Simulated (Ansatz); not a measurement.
# Ba2MgBr6: complex band structure

Wanted: the relaxed cell of Ba2MgBr6, its band edges and its decay constants. It is built by putting Br for F, Mg for Zn in the Ba2ZnF6 structure of space group I4/mmm, with the volume rescaled by atomic radii. The parent structure comes from the Materials Project.

Program: Ansatz 0.2.0. Level of theory: PBEsol DFT, plane waves, PAW files, in the first sound run; inputs show where later runs differ. Results are calculated unless marked as measured.

The structure was built from a prototype and need not be the compound's stable phase.

### Step 1. Set-up

It takes space group I4/mmm (No. 139, tetragonal). The conventional cell has a = 5.006 Å, b = 5.006 Å, c = 19.471 Å, α = 90.00°, β = 90.00°, γ = 90.00°. Nearest to Ba lie 12 Br at 3.15 to 3.87 Å. Mg has 6 Br at 2.35 to 2.50 Å nearest. Br has 1 Mg at 2.35 Å and 4 Ba at 3.59 Å nearest. Nearest to Br lie 2 Mg at 2.50 Å and 4 Ba at 3.87 Å. Br has 4 Ba at 3.15 Å nearest. It derives from Ba2ZnF6. Br for F, Mg for Zn in the Ba2ZnF6 structure of space group I4/mmm. Farther neighbours and most contacts between anions are not listed.

### Step 2. Cell and atoms at rest

The substituted atoms don't fit the parent's cell, so cell and atoms relax together. A small smearing keeps the run stable in case the gap closes on the way.

Input file input.yaml:

```yaml
crystal:
  lattice:
    - [-2.5028004318, 2.5028004318, 9.7354298371]
    - [2.5028004318, -2.5028004318, 9.7354298371]
    - [2.5028004318, 2.5028004318, -9.7354298371]
  atoms:
    - { symbol: Ba, position: [0.848186, 0.848186, 0.0] }
    - { symbol: Ba, position: [0.151814, 0.151814, 0.0] }
    - { symbol: Mg, position: [0.5, 0.5, 0.0] }
    - { symbol: Br, position: [0.620636, 0.620636, 0.0] }
    - { symbol: Br, position: [0.379364, 0.379364, 0.0] }
    - { symbol: Br, position: [0.5, 0.0, 0.5] }
    - { symbol: Br, position: [0.25, 0.75, 0.5] }
    - { symbol: Br, position: [0.75, 0.25, 0.5] }
    - { symbol: Br, position: [0.0, 0.5, 0.5] }
kpoints:
  mp_grid: { grid: [6, 6, 6] }
scf:
  occupations: { method: gaussian, width: 0.03 }
hamiltonian:
  xc: pbesol
output:
  forces: true
  stress: true
relax:
  f_tol: 0.02
  max_steps: 60
  cell: {}
```

Launch:

```
$ ansatz run input.yaml --threads 2 --pin off --max-ram 4096MiB --backend cpu --events-out ev --progress --plain --runs-dir out
```

Numbers of over 12 decimals in the logs are rounded to 6 here.

What it wrote:

```text
basis.fft_grid_basis auto: the FFT boxes are laid along the combinations [[1, 0, 1], [0, 1, 1], [0, 0, 1]] of the cell's own vectors, 5.006, 5.006 and 10.359 Å long. The dense box has 36×36×72 points. Along the cell's own vectors, as sized, it would have 72×72×72, 4.00 times as many. Of the 16 symmetry operations that the crystal satisfies within crystal.symmetry.tolerance (time reversal apart; of a slab, those that  [...]
Engine: ansatz 0.2.0, aarch64-unknown-linux-gnu
Pseudopotentials: kind: paw
Pseudopotential: Ba, paw, valence charge 10, recommended cutoff 420 eV (normal), Ba.paw.azcp
Pseudopotential: Mg, paw, valence charge 10, recommended cutoff 420 eV (normal), Mg.paw.azcp
Pseudopotential: Br, paw, valence charge 7, recommended cutoff 420 eV (normal), Br.paw.azcp
Functional definition: PBEsol
  exchange = pbesol_x
  correlation = pbesol_c
Crystal: 9 atoms, lattice volume = 243.931 Å³
Basis set: ecut = 420 eV, 4757 PW (Γ), FFT grids on a1+a3, a2+a3, a3, exchange–correlation on 72×72×144 points (8 copies of the dense FFT grid, shifted against one another)
Bands: 45, of which v1, the nominal top of the filled ones, is band 36 counted from 1 (35 counted from 0)
Symmetry: 16 space group operations
Space group: I4/mmm (ITA 139), of the structure as read, at distance tolerance 6.2e-5 Å
k-points: 30 of 216
Non-local potential: Ba, projectors of the file, l = 0: 3, l = 1: 2, l = 2: 2, l = 3: 2
Non-local potential: Mg, projectors of the file, l = 0: 3, l = 1: 2, l = 2: 1
Non-local potential: Br, projectors of the file, l = 0: 2, l = 1: 2, l = 2: 2
PAW form: soft (Blöchl's): semilocal exchange-correlation on the pseudo side does not see the compensation charge
PAW frozen core: Ba, regenerated for the run's functional, and the local potential with it (the file was generated under x = pbe(κ = 0.804, μ = 0.219515), c = pbe(β = 0.066725))
PAW frozen core: Mg, regenerated for the run's functional, and the local potential with it (the file was generated under x = pbe(κ = 0.804, μ = 0.219515), c = pbe(β = 0.066725))
PAW frozen core: Br, regenerated for the run's functional, and the local potential with it (the file was generated under x = pbe(κ = 0.804, μ = 0.219515), c = pbe(β = 0.066725))
PAW one-centre angular grid: Ba, 194 points (default); XC on 64 Gauss nodes
PAW one-centre angular grid: Mg, 110 points (default); XC on 64 Gauss nodes
PAW one-centre angular grid: Br, 110 points (default); XC on 64 Gauss nodes
Initial density: superposition of atomic densities (neutral atoms: chi_scale 0, normalization atom), corrected by the library's trained network
Initial wavefunctions: pseudopotential atomic-orbital guess
Functional: x = pbesol(κ = 0.804, μ = 0.123457), c = pbesol(β = 0.046)
SCF iter   1: F=—  HF=-30072.554419 eV  |F-HF|=—  |Δ(HF+E_count)|=         —  Δρ=2.51e-3  dr2=2.16e-2  ethr=1.77e-3  ⟨swp⟩=11.6  Hψ=7911  notcnv=0
preconditioner: auto → Resta (q_TF=auto, 2.226 Å⁻¹)  ε∞=3.6  [insulator: Δε(μ)=3.658 eV  Ē_g=11.492 eV  σ=0.030 eV  W_gap=1.00  n_scr=50 (ndim 8)  ℏωp=18.4 eV  f_vac=0.001  D(μ)=0.00/eV (n_scr^D=0)  ε∞_Penn≈3.6]
SCF iter   2: F=—  HF=-30072.552749 eV  |F-HF|=—  |Δ(HF+E_count)|=   1.67e-3  Δρ=1.42e-3  dr2=6.90e-3  ethr=2.99e-5  ⟨swp⟩=2.4  Hψ=2694  notcnv=0  defer=47
SCF iter   3: F=—  HF=-30072.552269 eV  |F-HF|=—  |Δ(HF+E_count)|=   4.80e-4  Δρ=3.45e-4  dr2=3.60e-4  ethr=9.58e-6  ⟨swp⟩=2.4  Hψ=2363  notcnv=0  defer=47
SCF iter   4: F=—  HF=-30072.552197 eV  |F-HF|=—  |Δ(HF+E_count)|=   7.14e-5  Δρ=1.10e-4  dr2=3.26e-5  ethr=5.00e-7  ⟨swp⟩=2.0  Hψ=2177  notcnv=0  defer=47
SCF iter   5: F=—  HF=-30072.552274 eV  |F-HF|=—  |Δ(HF+E_count)|=   7.67e-5  Δρ=1.92e-5  dr2=1.54e-6  ethr=4.53e-8  ⟨swp⟩=2.2  Hψ=2019  notcnv=0  defer=47
SCF iter   6: F=—  HF=-30072.552275 eV  |F-HF|=—  |Δ(HF+E_count)|=   8.51e-7  Δρ=5.14e-6  dr2=1.08e-7  ethr=2.14e-9  ⟨swp⟩=2.0  Hψ=2319  notcnv=0  defer=47
SCF iter   7: F=-30072.552275 eV  HF=-30072.552275 eV  |F-HF|=1.54e-9  |Δ(HF+E_count)|=   2.96e-8  Δρ=1.39e-6  dr2=6.89e-9  ethr=1.39e-10  ⟨swp⟩=5.0  Hψ=5336  notcnv=0
SCF 1 converged in 7 iterations: F = -30072.552275 eV  dr2 = 6.89e-9
  greatest PAW one-centre occupation: 1.000 electrons in one spin orbital (limit 2), on the Mg atom at site 2 (counted from 0), in its partial waves of l = 0
relax step   1: F+E_penalty+E_count = -30072.55227504 eV  Δ(F+E_penalty+E_count) = +0.000e0 eV  max|allowed force component| = 1.708e0 eV/Å  Δτ_max = 0.0000 Å  P = +5.933 GPa  Ω = 243.931 Å³  (7 SCF iters, dr2 threshold 1.00e-7 eV, accepted)
Crystal: 9 atoms, lattice volume = 270.775 Å³
Basis set: ecut = 420 eV, 5321 PW (Γ), FFT grids on a1+a3, a2+a3, a3, exchange–correlation on 72×72×144 points (8 copies of the dense FFT grid, shifted against one another)
Initial density: handed on by an earlier stage of this run
Initial wavefunctions: those handed on with the density
iter 1 solved again at ethr=3.93e-4 eV; its pass at ethr=3.10e-3 eV (dr2=2.83e-1 eV) is discarded
SCF iter   1: F=—  HF=-30073.212279 eV  |F-HF|=—  |Δ(HF+E_count)|=         —  Δρ=6.55e-3  dr2=2.89e-1  ethr=3.93e-4  ⟨swp⟩=1.3  Hψ=8874  notcnv=0
preconditioner: auto → Resta (q_TF=auto, 2.188 Å⁻¹)  ε∞=3.4  [insulator: Δε(μ)=3.285 eV  Ē_g=11.187 eV  σ=0.030 eV  W_gap=1.00  n_scr=50 (ndim 8)  ℏωp=17.5 eV  f_vac=0.001  D(μ)=0.00/eV (n_scr^D=0)  ε∞_Penn≈3.4]
SCF iter   2: F=—  HF=-30073.136352 eV  |F-HF|=—  |Δ(HF+E_count)|=   7.59e-2  Δρ=3.33e-3  dr2=7.10e-2  ethr=3.93e-4  ⟨swp⟩=4.1  Hψ=2858  notcnv=0
SCF iter   3: F=—  HF=-30073.114137 eV  |F-HF|=—  |Δ(HF+E_count)|=   2.22e-2  Δρ=7.07e-4  dr2=2.21e-3  ethr=9.86e-5  ⟨swp⟩=4.3  Hψ=3128  notcnv=0
SCF iter   4: F=—  HF=-30073.113890 eV  |F-HF|=—  |Δ(HF+E_count)|=   2.46e-4  Δρ=1.75e-4  dr2=7.02e-5  ethr=3.06e-6  ⟨swp⟩=2.7  Hψ=2909  notcnv=0  defer=5
SCF iter   5: F=—  HF=-30073.114001 eV  |F-HF|=—  |Δ(HF+E_count)|=   1.11e-4  Δρ=4.98e-5  dr2=6.39e-6  ethr=9.74e-8  ⟨swp⟩=2.8  Hψ=2249  notcnv=0  defer=5
SCF iter   6: F=-30073.114007 eV  HF=-30073.114007 eV  |F-HF|=2.95e-7  |Δ(HF+E_count)|=   5.88e-6  Δρ=8.92e-6  dr2=2.76e-7  ethr=1.25e-9  ⟨swp⟩=5.6  Hψ=5876  notcnv=0
SCF 2 converged in 6 iterations: F = -30073.114007 eV  dr2 = 2.76e-7
relax step   2: F+E_penalty+E_count = -30073.11400738 eV  Δ(F+E_penalty+E_count) = -5.617e-1 eV  max|allowed force component| = 5.729e-1 eV/Å  Δτ_max = 0.1661 Å  P = -0.196 GPa  Ω = 270.775 Å³  energy of the carried Pulay correction = -2.458e-3 eV  (6 SCF iters, dr2 threshold 9.00e-7 eV, accepted)
Crystal: 9 atoms, lattice volume = 270.038 Å³
Basis set: ecut = 420 eV, 5313 PW (Γ), FFT grids on a1+a3, a2+a3, a3, exchange–correlation on 72×72×144 points (8 copies of the dense FFT grid, shifted against one another)
iter 1 solved again at ethr=7.89e-5 eV; its pass at ethr=3.10e-3 eV (dr2=5.68e-2 eV) is discarded
SCF iter   1: F=—  HF=-30073.212744 eV  |F-HF|=—  |Δ(HF+E_count)|=         —  Δρ=3.27e-3  dr2=6.13e-2  ethr=7.89e-5  ⟨swp⟩=2.7  Hψ=7641  notcnv=0
preconditioner: auto → Resta (q_TF=auto, 2.189 Å⁻¹)  ε∞=3.4  [insulator: Δε(μ)=3.836 eV  Ē_g=11.206 eV  σ=0.030 eV  W_gap=1.00  n_scr=50 (ndim 8)  ℏωp=17.5 eV  f_vac=0.003  D(μ)=0.00/eV (n_scr^D=0)  ε∞_Penn≈3.4]
SCF iter   2: F=—  HF=-30073.198084 eV  |F-HF|=—  |Δ(HF+E_count)|=   1.47e-2  Δρ=1.59e-3  dr2=1.21e-2  ethr=7.89e-5  ⟨swp⟩=3.8  Hψ=2730  notcnv=0
SCF iter   3: F=—  HF=-30073.195243 eV  |F-HF|=—  |Δ(HF+E_count)|=   2.84e-3  Δρ=3.21e-4  dr2=2.92e-4  ethr=1.68e-5  ⟨swp⟩=3.2  Hψ=2635  notcnv=0
SCF iter   4: F=—  HF=-30073.195414 eV  |F-HF|=—  |Δ(HF+E_count)|=   1.71e-4  Δρ=5.16e-5  dr2=8.84e-6  ethr=4.05e-7  ⟨swp⟩=2.0  Hψ=2006  notcnv=0
SCF iter   5: F=-30073.195423 eV  HF=-30073.195422 eV  |F-HF|=9.26e-7  |Δ(HF+E_count)|=   7.81e-6  Δρ=1.53e-5  dr2=5.43e-7  ethr=1.25e-9  ⟨swp⟩=6.0  Hψ=6604  notcnv=0
SCF 3 converged in 5 iterations: F = -30073.195423 eV  dr2 = 5.43e-7
relax step   3: F+E_penalty+E_count = -30073.19542270 eV  Δ(F+E_penalty+E_count) = -8.142e-2 eV  max|allowed force component| = 1.856e-1 eV/Å  Δτ_max = 0.1006 Å  P = +0.174 GPa  Ω = 270.038 Å³  energy of the carried Pulay correction = -2.393e-3 eV  (5 SCF iters, dr2 threshold 9.00e-7 eV, accepted)
[...]
relax step   4: F+E_penalty+E_count = -30073.20942826 eV  Δ(F+E_penalty+E_count) = -1.401e-2 eV  max|allowed force component| = 3.262e-2 eV/Å  Δτ_max = 0.0541 Å  P = +0.165 GPa  Ω = 271.908 Å³  energy of the carried Pulay correction = -2.556e-3 eV  (5 SCF iters, dr2 threshold 9.00e-7 eV, accepted)
[...]
relax step   5: F+E_penalty+E_count = -30073.21259621 eV  Δ(F+E_penalty+E_count) = -3.168e-3 eV  max|allowed force component| = 7.201e-2 eV/Å  Δτ_max = 0.0062 Å  P = -0.026 GPa  Ω = 273.386 Å³  energy of the carried Pulay correction = -2.683e-3 eV  (4 SCF iters, dr2 threshold 4.24e-7 eV, accepted)
[...]
relax step   6: F+E_penalty+E_count = -30073.21381694 eV  Δ(F+E_penalty+E_count) = -1.221e-3 eV  max|allowed force component| = 5.153e-3 eV/Å  Δτ_max = 0.0134 Å  P = -0.028 GPa  Ω = 274.260 Å³  energy of the carried Pulay correction = -2.758e-3 eV  (5 SCF iters, dr2 threshold 3.24e-7 eV, accepted)
Initial wavefunctions: pseudopotential atomic-orbital guess (no wavefunctions were taken with the density)
iter 1 solved again at ethr=4.71e-7 eV; its pass at ethr=3.10e-3 eV (dr2=3.39e-4 eV) is discarded
SCF iter   1: F=—  HF=-30073.215984 eV  |F-HF|=—  |Δ(HF+E_count)|=         —  Δρ=8.48e-5  dr2=2.54e-6  ethr=4.71e-7  ⟨swp⟩=3.6  Hψ=11777  notcnv=0
preconditioner: auto → Resta (q_TF=auto, 2.183 Å⁻¹)  ε∞=3.4  [insulator: Δε(μ)=3.880 eV  Ē_g=11.169 eV  σ=0.030 eV  W_gap=1.00  n_scr=50 (ndim 8)  ℏωp=17.4 eV  f_vac=0.004  D(μ)=0.00/eV (n_scr^D=0)  ε∞_Penn≈3.4]
SCF iter   2: F=—  HF=-30073.216125 eV  |F-HF|=—  |Δ(HF+E_count)|=   1.41e-4  Δρ=4.53e-5  dr2=7.06e-7  ethr=3.53e-9  ⟨swp⟩=2.2  Hψ=2408  notcnv=0
SCF iter   3: F=—  HF=-30073.216132 eV  |F-HF|=—  |Δ(HF+E_count)|=   6.59e-6  Δρ=2.06e-6  dr2=1.01e-8  ethr=9.81e-10  ⟨swp⟩=2.0  Hψ=2250  notcnv=0
SCF iter   4: F=—  HF=-30073.216132 eV  |F-HF|=—  |Δ(HF+E_count)|=  7.53e-10  Δρ=6.13e-7  dr2=8.87e-10  ethr=1.40e-11  ⟨swp⟩=2.0  Hψ=2430  notcnv=0
SCF iter   5: F=-30073.216132 eV  HF=-30073.216132 eV  |F-HF|=4.73e-11  |Δ(HF+E_count)|=   1.02e-9  Δρ=1.12e-7  dr2=8.68e-11  ethr=1.00e-12  ⟨swp⟩=5.0  Hψ=5289  notcnv=0
SCF 7 converged in 5 iterations: F = -30073.216132 eV  dr2 = 8.68e-11
relax step   7: F+E_penalty+E_count = -30073.21613189 eV  Δ(F+E_penalty+E_count) = -2.315e-3 eV  max|allowed force component| = 5.171e-3 eV/Å  Δτ_max = 0.0000 Å  P = -0.030 GPa  Ω = 274.260 Å³  stress off target by 3.66e-2 GPa  SCF on the basis re-selected at this cell (its energy is not comparable with the rows above)  (5 SCF iters)
basis re-selected at this cell: Δ(F+E_penalty+E_count) = -2.315e-3 eV, ΔP = -0.003 GPa vs the last step (what re-selecting the basis moved, of the pressure what is left beyond the Pulay correction that the steps carried, after the strain that the cell walked since its last selection, with what the two solves' SCF thresholds leave and, on support functions, any second-order correction that the steps lacked; it is no m [...]
SCF converged after 5 iterations
Free energy (F): -30073.216132 eV
Harris-Foulkes:  -30073.216132 eV  (|F-HF|=4.73e-11)
Internal energy: -30073.216132 eV  (E = F + TS)
E sigma→0 (E₀):  -30073.216132 eV
Fermi energy:    6.369870 eV
--- Per-component energies (eV) ---
  E_band       = -536.322779
  E_kinetic    = 1217.087457
  E_local      = -3695.544027  (includes V_loc(G=0)·N_el)
  E_nonlocal   = 636.042675
  E_hartree    = 1206.764030
  E_xc         = -1935.912226
  E_vxc        = -936.953955  (∫ρ·V_xc dr)
  E_paw        = -23778.888067  (= ΣΔE_a)
  E_vpaw       = -170.483042  (= ΣTr[D̂ρ^β])
  E_aug_tail   = -0.000005  (compensation charges beyond the density's cutoff)
  E_ewald      = -3723.681319
  E_core_change = 0.915351  (= ΣΔE_core)
  E_smearing   = -0.000000  (= −TS)
  E_closure    = 0.000000  (closes the sum)
  Σ components = -30073.216132   (vs F -30073.216132, Δ=0.00e0)
--- Forces (eV/Å), atoms counted from 1 ---
  atom   1  Ba     0.00000000    -0.00000000    -0.00016169
  atom   2  Ba     0.00000000     0.00000000     0.00016169
  atom   3  Mg     0.00000000     0.00000000    -0.00000000
  atom   4  Br     0.00000000     0.00000000    -0.00517121
  atom   5  Br     0.00000000     0.00000000     0.00517121
  atom   6  Br     0.00000000     0.00000000     0.00000000
  atom   7  Br    -0.00000000     0.00000000     0.00000000
  atom   8  Br    -0.00000000    -0.00000000     0.00000000
  atom   9  Br     0.00000000     0.00000000     0.00000000
  max |Σ_I F_I| component: 1.63e-19 eV/Å
--- Stress (GPa, compression-positive) ---
       -0.036614       0.000000       0.000000
        0.000000      -0.036614      -0.000000
       -0.000000       0.000000      -0.017425
  P = ⅓ Tr σ = -0.0302 GPa (-0.302 kbar)
--- Relaxed structure (6 steps of the walk, 6 accepted, 1 SCFs on fresh bases) ---
  F+E_penalty+E_count = -30073.21613189 eV   max|allowed force component| = 5.171e-3 eV/Å   (the final SCF, on the basis selected at the relaxed cell)
  cell:  # Å, volume = 274.2597 Å³
    - [-2.603424, 2.603424, 10.116075]
    - [2.603424, -2.603424, 10.116075]
    - [2.603424, 2.603424, -10.116075]
  atoms:
    - { symbol: Ba, position: [0.847901, 0.847901, 0] }
    - { symbol: Ba, position: [0.152099, 0.152099, 0] }
    - { symbol: Mg, position: [0.500000, 0.500000, 0] }
    - { symbol: Br, position: [0.626510, 0.626510, 0] }
    - { symbol: Br, position: [0.373490, 0.373490, 0] }
    - { symbol: Br, position: [0.500000, -1.2126590388741336e-19, 0.500000] }
    - { symbol: Br, position: [0.250000, 0.750000, 0.500000] }
    - { symbol: Br, position: [0.750000, 0.250000, 0.500000] }
    - { symbol: Br, position: [-1.2126590388743939e-19, 0.500000, 0.500000] }
```

Wall time 56 s (2 threads of Arm Neoverse V2, shared host); peak memory 0.68 GiB.

The steps of the relaxation:

```tsv
step	energy less that of the first step (eV)	largest force component (eV/Å)	pressure (GPa)	volume (Å³)
1	0.0000	1.7082	5.93	243.93
2	-0.5617	0.5729	-0.20	270.78
3	-0.6431	0.1856	0.17	270.04
4	-0.6572	0.0326	0.16	271.91
5	-0.6603	0.0720	-0.03	273.39
6	-0.6615	0.0052	-0.03	274.26
7*	-0.6639	0.0052	-0.03	274.26
```

Relaxation steps marked * repeat the geometry before them on a plane-wave basis chosen anew for their cell, so energy and pressure can jump there.

Forces are held to the 16 operations that the run works with; a distortion that breaks them can't arise in this run.

```tsv
conventional cell, symmetrised	before	after	change
a (Å)	5.006	5.207	+4.0 %
b (Å)	5.006	5.207	+4.0 %
c (Å)	19.471	20.232	+3.9 %
volume (Å³/atom)	27.10	30.47	+12.4 %
```

The atoms that moved most (Å, as changes of fractional coordinates times the final cell):

```tsv
atom	dx	dy	dz	length
Br5	0.000	0.000	-0.119	0.119
Br4	0.000	0.000	0.119	0.119
Ba2	0.000	0.000	0.006	0.006
Ba1	0.000	0.000	-0.006	0.006
```

Numbers from this step:

- free energy: -30073.2161 eV
- Fermi energy: 6.370 eV
- pressure: -0.03022 GPa

The largest force component on a free atom ends at 0.0052 eV/Å.

(Part 1 of 3 ends here.)

[Logs are printed without paths, hosts, clocks, repeated set-up lines and the standing remarks that a program may print on its own settings, such as how far it seeks lower states.]

[Hosts, paths, dates, database ids (printed as entryN), source tags and the programs' standing remarks are cut or masked in the printed files.]
